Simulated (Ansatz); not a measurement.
# LuAl2B2: relaxing a made-up structure, part 2 of 2

Starting from a made-up structure for LuAl2B2, the aim is the relaxed cell, its shortest contacts and, where a second run follows, its electronic structure.

Ansatz 0.2.0; DFT, PBE, plane-wave PAW, files of the set soft_1, scalar-relativistic, no spin, cell and ions relaxed at zero pressure; PAW set soft_1 (the session's first sound run).

So far: The structure; Relaxing cell and atoms. The relaxed cell has a = 3.684, c = 9.371 Å (conventional setting).

**3. Bands of the relaxed cell**

A second self-consistent run takes a narrower smearing and the mesh shown in its input; the bands follow along the standard path of the relaxed lattice.

This step: DFT, PBE, plane-wave PAW, files of the set soft_1, scalar-relativistic, no spin, bands and density of states at the relaxed cell; PAW set soft_1 (Ansatz 0.2.0).

The input, input.yaml:

```yaml
crystal:
  lattice:
    - [-1.8419055086, 1.8419055086, 4.6856314124]
    - [1.8419055086, -1.8419055086, 4.6856314124]
    - [1.8419055086, 1.8419055086, -4.6856314124]
  atoms:
    - { symbol: Lu, position: [0.0, 0.0, 0.0] }
    - { symbol: Al, position: [0.25, 0.75, 0.5] }
    - { symbol: Al, position: [0.75, 0.25, 0.5] }
    - { symbol: B, position: [0.5971210138, 0.5971210138, 0.0] }
    - { symbol: B, position: [0.4028789862, 0.4028789862, 0.0] }
kpoints:
  mp_grid: { grid: [12, 12, 12] }
  band_path:
    path:
      - [[0.0, 0.0, 0.0], [-0.5, 0.5, 0.0], [-0.5, 0.5, -0.07726245], [-0.28863122, 0.28863122, -0.28863122], [0.0, 0.0, 0.0], [0.5, 0.5, -0.5], [0.28863122, 0.71136878, -0.71136878], [0.0, 0.5, -0.5], [-0.25, 0.75, -0.25], [0.07726245, 0.92273755, -0.5], [0.5, 0.5, -0.5]]
      - [[-0.5, 0.5, 0.0], [-0.25, 0.75, -0.25]]
    npoints: 7
scf:
  occupations: { method: fermi_dirac, width: 0.03 }
  n_extra_bands: 9
hamiltonian:
  xc: pbe
  pseudopotentials: { kind: paw, azcp: { folder: soft_1 } }
output:
  forces: true
  stress: true
  write_bands: true
  dos: { projected: true }
  write_density: true
  write_potential: true
  elf: true
  volumetric_format: npy
```

Launch:

```bash
ansatz run input.yaml --threads 4 --pin off --max-ram 8192MiB --backend cpu --events-out ev --progress --plain --runs-dir out
```

Numbers of over 12 decimals in the logs are rounded to 6 here.

The log of the run:

```text
Lu: projections on atomic orbitals take those of the free atom [Kr 4d10] 4f14 5s2 5p6 5d1 6s2, of charge +0.00 (hamiltonian.pseudopotentials.projection_atoms); the dataset's partial waves leave at most 4.6e-5 of an orbital's norm unspanned inside its sphere
[...]
Crystal: 5 atoms, lattice volume = 63.586 Å³
Basis set: ecut = 420 eV, 1243 PW (Γ), exchange–correlation on 72×72×72 points (8 copies of the dense FFT grid, shifted against one another)
Bands: 28, of which v1, the nominal top of the filled ones, is band 19 counted from 1 (18 counted from 0)
Symmetry: 16 space group operations
[...]
k-points: 163 of 1728
[...]
SCF iter   1: F=—  HF=-16121.914672 eV  |F-HF|=—  |Δ(HF+E_count)|=         —  Δρ=4.69e-2  dr2=2.54e0  ethr=3.10e-3  ⟨swp⟩=6.0  Hψ=25179  notcnv=0
[...]
SCF iter   9: F=-16121.173198 eV  HF=-16121.173198 eV  |F-HF|=7.75e-10  |Δ(HF+E_count)|=   6.33e-8  Δρ=6.46e-6  dr2=1.58e-8  ethr=2.70e-10  ⟨swp⟩=18.4  Hψ=51767  notcnv=0
SCF 1 converged in 9 iterations: F = -16121.173198 eV  dr2 = 1.58e-8
  Residual-converged pass: ⟨swp⟩=1.0  Hψ=5224  notcnv=0  max |occ|·‖R‖ = 7.1e-9 eV (tolerance 1.0e-8 eV)  dr2=1.58e-8  dr2_onsite=1.45e-8  max |Δocc| = 1.6e-12
[...]
NSCF: frozen V_eff on 79 k-points
SCF converged after 9 iterations
Free energy (F): -16121.173198 eV
[...]
Internal energy: -16121.167644 eV  (E = F + TS)
E sigma→0 (E₀):  -16121.170421 eV
Entropy (-TS):   -0.005555 eV (-1.111 meV/atom)
Fermi energy:    13.018836 eV
[...]
--- Forces (eV/Å), atoms counted from 1 ---
  atom   1  Lu    -0.00000000     0.00000000    -0.00000000
  atom   2  Al    -0.00000000    -0.00000000     0.00000000
  atom   3  Al    -0.00000000    -0.00000000     0.00000000
  atom   4  B     -0.00000000    -0.00000000    -0.00790356
  atom   5  B     -0.00000000    -0.00000000     0.00790356
  max |Σ_I F_I| component: 6.25e-17 eV/Å
--- Stress (GPa, compression-positive) ---
       -0.076805       0.000000      -0.000000
        0.000000      -0.076805      -0.000000
        0.000000       0.000000       0.082553
  P = ⅓ Tr σ = -0.0237 GPa (-0.237 kbar)
--- Band table (eV; the first three rows and the last of 163) ---
  k-point 0: bands = [... 15 lower, 10.2753, 12.0105, 12.0105, 12.1527, 13.4962, 15.0357, 16.3438, 16.7221, ... 5 higher]
  k-point 1: bands = [... 15 lower, 10.2232, 11.0911, 11.3574, 13.3190, 13.8034, 15.7294, 16.2137, 17.0799, ... 5 higher]
  k-point 2: bands = [... 15 lower, 10.0954, 10.2468, 10.3506, 14.6403, 14.7675, 15.5118, 17.1405, 17.3648, ... 5 higher]
  k-point 162: bands = [... 15 lower, 10.4899, 11.4900, 11.6516, 12.9541, 12.9541, 15.4198, 17.0781, 17.1382, ... 5 higher]
```

Run time: 8.9 s. Hardware: 4 threads of Arm Neoverse V1, shared host; peak memory 0.55 GiB.

This step gave:

```yaml
free_energy: -16121.1732 eV
energy_at_zero_smearing: -16121.1704 eV
smearing_term_ts: 0.005555 eV
fermi_energy: 13.02 eV
pressure: -0.02369 GPa
```

From bands.tsv, the bands that come nearest the Fermi level along the path, at its corners, in eV from the Fermi level:

| point | band 16 | band 17 | band 18 | band 19 | band 20 | band 21 | band 22 | band 23 |
| --- | --- | --- | --- | --- | --- | --- | --- | --- |
| Γ | -2.74 | -1.01 | -1.01 | -0.87 | 0.48 | 2.02 | 3.33 | 3.70 |
| X | -4.54 | -3.71 | -3.08 | 0.01 | 0.52 | 2.15 | 4.77 | 5.42 |
| Y | -4.43 | -3.77 | -2.96 | 0.19 | 0.43 | 2.11 | 4.99 | 5.27 |
| S | -3.05 | -2.85 | -0.06 | 0.37 | 1.58 | 1.86 | 2.56 | 2.69 |
| Γ | -2.74 | -1.01 | -1.01 | -0.87 | 0.48 | 2.02 | 3.33 | 3.70 |
| Z | -2.53 | -1.53 | -1.37 | -0.06 | -0.06 | 2.40 | 4.06 | 4.12 |
| S1 | -3.05 | -2.85 | -0.06 | 0.37 | 1.58 | 1.86 | 2.56 | 2.69 |
| N | -2.79 | -1.76 | -0.99 | -0.04 | 1.29 | 2.25 | 2.83 | 4.77 |
| P | -4.49 | -3.43 | -3.43 | -1.34 | 2.10 | 3.26 | 3.26 | 5.39 |
| Y1 | -4.43 | -3.77 | -2.96 | 0.19 | 0.43 | 2.11 | 4.99 | 5.27 |
| Z | -2.53 | -1.53 | -1.37 | -0.06 | -0.06 | 2.40 | 4.06 | 4.12 |
| X | -4.54 | -3.71 | -3.08 | 0.01 | 0.52 | 2.15 | 4.77 | 5.42 |
| P | -4.49 | -3.43 | -3.43 | -1.34 | 2.10 | 3.26 | 3.26 | 5.39 |

States per cell as run, both spins, in windows of 1 eV, from dos.tsv (zero at the Fermi level):

```
from  to  total
  -8  -7   0.69
  -7  -6   1.30
  -6  -5   1.38
  -5  -4  15.13
  -4  -3   2.46
  -3  -2   2.13
  -2  -1   1.09
  -1   0   1.49
   0   1   1.31
   1   2   1.79
   2   3   2.10
   3   4   2.25
   4   5   2.66
```

Below -8 eV lie 11.3 more states.

ELF in the ac plane of the conventional cell at fractional y = 0.000, with atoms of Lu and Al and B within 0.2 Å of it. It is the smooth field of the valence electrons, not physical close to the nuclei.

Values, 24 rows by 14 columns, each cell a mean:
```
0.80 0.83 0.78 0.50 0.16 0.09 0.13 0.16 0.11 0.08 0.25 0.63 0.82 0.82
0.74 0.68 0.50 0.25 0.12 0.16 0.24 0.28 0.22 0.13 0.13 0.32 0.58 0.71
0.32 0.28 0.19 0.17 0.23 0.34 0.40 0.42 0.39 0.30 0.20 0.16 0.22 0.29
0.21 0.23 0.28 0.35 0.40 0.41 0.38 0.37 0.39 0.42 0.39 0.32 0.25 0.22
0.32 0.34 0.39 0.42 0.35 0.20 0.12 0.11 0.13 0.26 0.40 0.42 0.37 0.33
0.34 0.37 0.42 0.42 0.26 0.06 0.09 0.24 0.05 0.12 0.33 0.44 0.40 0.36
0.45 0.48 0.55 0.57 0.45 0.17 0.06 0.15 0.09 0.27 0.51 0.58 0.52 0.47
0.51 0.59 0.69 0.74 0.71 0.51 0.29 0.22 0.36 0.60 0.72 0.73 0.65 0.55
0.20 0.39 0.68 0.78 0.76 0.65 0.51 0.45 0.55 0.70 0.77 0.76 0.57 0.30
0.04 0.18 0.55 0.71 0.67 0.54 0.42 0.38 0.46 0.60 0.70 0.69 0.41 0.11
0.36 0.46 0.62 0.64 0.54 0.38 0.27 0.23 0.29 0.44 0.59 0.66 0.57 0.43
0.81 0.78 0.72 0.61 0.45 0.28 0.18 0.15 0.20 0.34 0.51 0.66 0.76 0.80
0.68 0.70 0.70 0.62 0.48 0.31 0.20 0.18 0.23 0.37 0.53 0.66 0.70 0.68
0.15 0.29 0.57 0.67 0.60 0.45 0.33 0.29 0.36 0.51 0.63 0.66 0.46 0.23
0.04 0.22 0.59 0.74 0.72 0.60 0.48 0.44 0.52 0.65 0.74 0.72 0.45 0.13
0.37 0.50 0.71 0.78 0.76 0.63 0.46 0.38 0.51 0.70 0.77 0.77 0.65 0.46
0.51 0.56 0.64 0.68 0.61 0.36 0.16 0.12 0.20 0.47 0.65 0.67 0.61 0.54
0.39 0.42 0.48 0.49 0.33 0.09 0.09 0.24 0.05 0.16 0.41 0.50 0.46 0.41
0.33 0.36 0.41 0.41 0.28 0.09 0.06 0.15 0.06 0.15 0.34 0.42 0.39 0.35
0.29 0.31 0.36 0.42 0.41 0.31 0.23 0.21 0.25 0.35 0.41 0.40 0.34 0.30
0.19 0.19 0.20 0.26 0.35 0.42 0.44 0.43 0.43 0.40 0.32 0.24 0.20 0.19
0.51 0.44 0.28 0.15 0.15 0.25 0.34 0.36 0.32 0.21 0.15 0.19 0.35 0.48
0.82 0.79 0.66 0.35 0.12 0.11 0.18 0.22 0.16 0.10 0.19 0.47 0.72 0.80
0.74 0.82 0.82 0.56 0.18 0.08 0.12 0.14 0.10 0.08 0.30 0.69 0.84 0.79
```
Columns run along a (3.7 Å), rows up along c (9.4 Å), edges of the conventional cell, whose origin can differ from the input's. Atoms in or near the plane, at fractional coordinates: Lu at (0.00, 0.00), Al at (0.50, 0.25), Al at (0.50, 0.75), B at (0.00, 0.60), B at (0.00, 0.40).

Electrostatic potential energy in the ac plane of the conventional cell at fractional y = 0.000, with atoms of Lu and Al and B within 0.2 Å of it. With pseudopotentials it is smooth inside the atoms' cores, unlike the true potential.

Ten even steps from '0' (-44 eV) to '9' (15 eV), each cell a mean:
```
00158999997400
23578999998742
77899999999887
99998877789999
99987778778999
99986899977899
99987799877999
78998777778988
34799988899863
22589999999842
34799999999864
78999999999988
67899999999986
23689999999852
22589999999842
56899877789875
99987778778999
99986899977899
99987799877899
99998777778999
99999988899999
56789999999875
01368999998520
00058999987300
```
Columns run along a (3.7 Å; values clipped at the 3rd and 97th percentile), rows up along c (9.4 Å), edges of the conventional cell, whose origin can differ from the input's. Atoms in or near the plane, at fractional coordinates: Lu at (0.00, 0.00), Al at (0.50, 0.25), Al at (0.50, 0.75), B at (0.00, 0.60), B at (0.00, 0.40).

Valence density in the ac plane of the conventional cell at fractional y = 0.000, with atoms of Lu and Al and B within 0.2 Å of it. It is the smooth field of the valence electrons, not physical close to the nuclei.

Ten steps, logarithmic in the rise over the least value, from '_' (0 e/Å³) to '@' (40 e/Å³), each cell a mean:
```
@@%%++--..__________..--**%%
++==--..______________::--++
......__________________....
____________________________
____________________________
____________________________
____________________________
..........__________........
..........__________........
........____________........
::......______________....::
::......______________......
::......______________....::
........____________........
..........__________........
..........__________........
........____________........
____________________________
____________________________
____________________________
____________________________
--::..________________..::--
##**==::____________..::++**
@@%%**--..__________..==##@@
```
Columns run along a (3.7 Å), rows up along c (9.4 Å), edges of the conventional cell, whose origin can differ from the input's. Atoms in or near the plane, at fractional coordinates: Lu at (0.00, 0.00), Al at (0.50, 0.25), Al at (0.50, 0.75), B at (0.00, 0.60), B at (0.00, 0.40).

**4. Summary of results**

| Item | Value |
| --- | --- |
| space group, relaxed | I4/mmm |
| conventional cell | a = 3.684, b = 3.684, c = 9.371 Å; α = 90.0°, β = 90.0°, γ = 90.0° |
| volume per atom | 12.72 Å³ (guess 13.69) |

**Reading.** LuAl2B2 relaxes to I4/mmm with a = 3.684, b = 3.684 and c = 9.371 Å. The guessed volume was 8 % too large. The space group I4/mmm was held in the relaxation, so the end point is a stationary structure within it and may be a saddle against distortions or other arrangements. Bands cross the Fermi level, so it is a metal or semimetal at this level. The electron count is odd, which forces that without spin polarisation or a larger cell. On the 12×12×12 mesh with the narrower smearing (relaxed on 10×10×10) the largest force component is 0.008 eV/Å and the largest stress component is 0.083 GPa, against the relaxation's thresholds of 0.015 eV/Å and 0.05 GPa. The cutoff wasn't tested. Spin-orbit coupling is left out, which can matter for elements this heavy. No dispersion term is used, so weakly bound directions may come out too long. Nothing here tests whether the compound is stable against decomposition.

[Logs are printed without paths, hosts, clocks, repeated set-up lines and the standing remarks that a program may print on its own settings, such as how far it seeks lower states.]

[Hosts, paths, dates, database ids (printed as entryN), source tags and the programs' standing remarks are cut or masked in the printed files.]
